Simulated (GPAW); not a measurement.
# The basis that the transmission of a Na chain with one C atom in line needs, part 2 of 2

Aim: T(E), conductance and thermopower of a Na chain with one C atom in line, and what cheaper settings cost in accuracy.

GPAW 26.7.0; GPAW LCAO, PAW setups; Landauer transmission from Green's functions with principal layers (ASE), zero bias.

So far, transmission at the Fermi level (one spin): step 2 (GPAW, dzp, PBE, GPAW) 0.538; step 3 (basis szp(dzp), PBE, GPAW) 0.515; step 4 (basis sz(dzp), PBE, GPAW) 0.508; step 5 (RPBE) 0.550.

## (9) Potential alignment off, grid spacing 0.22

Without the shift, lead and junction are matched by their Fermi levels alone. The real-space grid carries density and potential; a coarse one breaks translation symmetry along the lead and scatters electrons that should pass.

run.py reads:

```python
import json
import numpy as np
from ase import Atoms
from ase.transport.calculators import TransportCalculator
from gpaw import GPAW, FermiDirac
from gpaw.lcao.tools import get_lcao_hamiltonian
from scipy.linalg import eigh

# The junction with lead layers at both ends, along the third cell vector
device = Atoms(
    ['Na', 'Na', 'Na', 'Na', 'Na', 'Na', 'C', 'Na', 'Na', 'Na', 'Na', 'Na', 'Na'],
    positions=[
        [4.50000, 4.50000, 1.65000],
        [4.50000, 4.50000, 4.95000],
        [4.50000, 4.50000, 8.25000],
        [4.50000, 4.50000, 11.55000],
        [4.50000, 4.50000, 14.85000],
        [4.50000, 4.50000, 18.15000],
        [4.50000, 4.50000, 20.29420],
        [4.50000, 4.50000, 22.43840],
        [4.50000, 4.50000, 25.73840],
        [4.50000, 4.50000, 29.03840],
        [4.50000, 4.50000, 32.33840],
        [4.50000, 4.50000, 35.63840],
        [4.50000, 4.50000, 38.93840]],
    cell=[[9.0, 0.0, 0.0], [0.0, 9.0, 0.0], [0.0, 0.0, 40.5884]],
    pbc=True)

# One principal layer of the lead: the first 4 atoms of the device
lead = Atoms(
    ['Na', 'Na', 'Na', 'Na'],
    positions=[
        [4.50000, 4.50000, 1.65000],
        [4.50000, 4.50000, 4.95000],
        [4.50000, 4.50000, 8.25000],
        [4.50000, 4.50000, 11.55000]],
    cell=[[9.0, 0.0, 0.0], [0.0, 9.0, 0.0], [0.0, 0.0, 13.2]],
    pbc=True)

settings = dict(mode='lcao', basis='dzp', xc='PBE', h=0.22,
                occupations=FermiDirac(0.1), maxiter=250,
                mixer=dict(beta=0.1, nmaxold=8, weight=100.0),
                convergence=dict(density=0.0001))
energies = np.arange(-3, 3 + 1e-9, 0.075)
eta = 0.0001
n1, n2 = 1, 1
# k and -k transmit alike, so half of the mesh across the current serves
mesh = [(i, j) for i in range(n1) for j in range(n2) if (i, j) <= (-i % n1, -j % n2)]
weights = np.array([1 if (i, j) == (-i % n1, -j % n2) else 2 for i, j in mesh]) / (n1 * n2)

# [... helper functions left out ...]
fermi_lead = ground_state(lead, (1, 1, 9), 'lead.txt')
fermi_device = ground_state(device, (1, 1, 2), 'device.txt')
# [... loop over the mesh left out, but for ...]
        # Lead and device are aligned by their Fermi levels alone
        shift = 0.0
# [...]
kT = 8.617333e-5 * 300
bias = [0.1, 0.2, 0.5, 1.0, 1.5, 2.0]
# [... integrals and printing left out ...]
```

On the command line:

```console
> OMP_NUM_THREADS=1 OPENBLAS_NUM_THREADS=1 python run.py
```

Wall time 47 s (1 thread of AMD EPYC 9R45, shared host); peak memory 1.1 GiB.

Numbers from this step:

```yaml
conductance: 0.5366 G₀
thermopower: 9.291 μV/K
largest_coupling_past_the_next_principal_layer: 4.16e-12 eV
largest_misfit_of_the_first_principal_layer: 0.02884 eV
shift_that_aligns_the_lead: 0 eV
transmission_at_the_fermi_level_one_spin: 0.5381
```

One spin. Transmission, zone mean against energy, zero at the Fermi level:

```
energy (eV)  transmission, zone mean
    -3.0000                  5.1e-10
    -2.7750                  5.0e-10
    -2.4750                  5.0e-10
    -2.2500                  4.9e-10
    -2.0250                  4.8e-10
    -1.7250                  4.7e-10
    -1.5000                  4.6e-10
    -1.2750                  4.5e-10
    -0.9750                  2.6e-10
    -0.7500                    0.851
    -0.6750                    0.994
    -0.5250                    0.880
    -0.2250                    0.666
     0.0000                    0.538
     0.2250                    0.386
     0.5250                    0.284
     0.7500                    0.262
     0.9750                    0.251
     1.2750                    0.243
     1.5000                    0.240
     1.7250                    0.224
     2.0250                    0.137
     2.2500                   0.0200
     2.4750                   0.0277
     2.7750                   0.0346
     3.0000                   0.0415
```

Not self-consistent under bias; the bias window is split evenly. The current through one cell, from the zero-bias transmission by bias:

```
bias (V)  current through one cell, from the zero-bias transmission (μA)
   0.100                                                            4.16
   0.200                                                            8.30
   0.500                                                            20.6
   1.000                                                            41.5
   1.500                                                            64.6
   2.000                                                            74.6
```

The transmission of the three most open eigenchannels by energy, zero at the Fermi level:

```
energy (eV)  channel 1  channel 2  channel 3
      -3.00    3.3e-10    1.8e-10          0
      -2.77    3.2e-10    1.8e-10          0
      -2.55    3.2e-10    1.8e-10          0
      -2.40    3.2e-10    1.8e-10          0
      -2.17    3.1e-10    1.8e-10          0
      -1.95    3.1e-10    1.8e-10          0
      -1.73    3.0e-10    1.7e-10          0
      -1.57    2.9e-10    1.7e-10          0
      -1.35    2.8e-10    1.7e-10          0
      -1.12    2.6e-10    1.6e-10          0
      -0.90     2.1e-9    1.9e-10    3.9e-12
      -0.75      0.851    3.2e-10    1.9e-10
      -0.53      0.880    2.0e-10    1.5e-10
      -0.30      0.702    2.1e-10    1.7e-10
      -0.07      0.588    2.1e-10    1.7e-10
       0.00      0.538    2.1e-10    1.6e-10
       0.07      0.484    2.1e-10    1.6e-10
       0.30      0.348    2.0e-10    1.5e-10
       0.53      0.284    2.0e-10    1.4e-10
       0.75      0.262    1.9e-10    1.2e-10
       0.90      0.254    1.9e-10    1.1e-10
       1.12      0.246    1.8e-10    9.3e-11
       1.35      0.242    1.8e-10    7.3e-11
       1.57      0.237    1.8e-10    5.3e-11
       1.73      0.224    1.7e-10    4.0e-11
       1.95      0.166    0.00310    0.00310
       2.17    0.00842    0.00842     1.5e-7
       2.40     0.0128     0.0128    1.6e-10
       2.55     0.0148     0.0148    1.5e-10
       2.77     0.0173     0.0173    2.2e-10
       3.00     0.0207     0.0207     7.1e-8
```

The conductance equals that of the dzp run to 0.2 %.

## (10) Summary of results

```yaml
conductance: 0.537 G₀
transmission_at_the_fermi_level_mean_of_the_spins: 0.538
thermopower: 9.30 μV/K
```

**Reading.** In the dzp basis the junction conducts 0.537 G₀ at 300 K, with T = 0.538 a spin at the Fermi level; the sz basis reaches that conductance within 10 %. At the Fermi level one eigenchannel carries the current (0.54). The positive thermopower says that the thermally weighted transmission is larger below the Fermi level, as for hole-like transport. Measured against the first run (dzp), the nearest curve is that of dzp-RPBE (r.m.s. 0.022) and the farthest that of szp (0.072). Over the compared runs wall time goes from 47 s (sz) to 72 s (dzp-RPBE), on a shared host. The geometry was built from estimated bond lengths and not relaxed, so the numbers describe this model structure. An evenly spaced straight chain is an idealisation: free chains tend to dimerise, zigzag or, where a band edge lies near the Fermi level, turn magnetic. The currents use the zero-bias T(E) throughout, which holds only while the bias is small against the distance to the nearest feature. The energy step is wider than the thermal energy, so the conductance and thermopower rest on interpolation of T(E).

[Logs are printed without paths, hosts, clocks, repeated set-up lines and the standing remarks that a program may print on its own settings, such as how far it seeks lower states.]

[Hosts, paths, dates, database ids (printed as entryN), source tags and the programs' standing remarks are cut or masked in the printed files.]
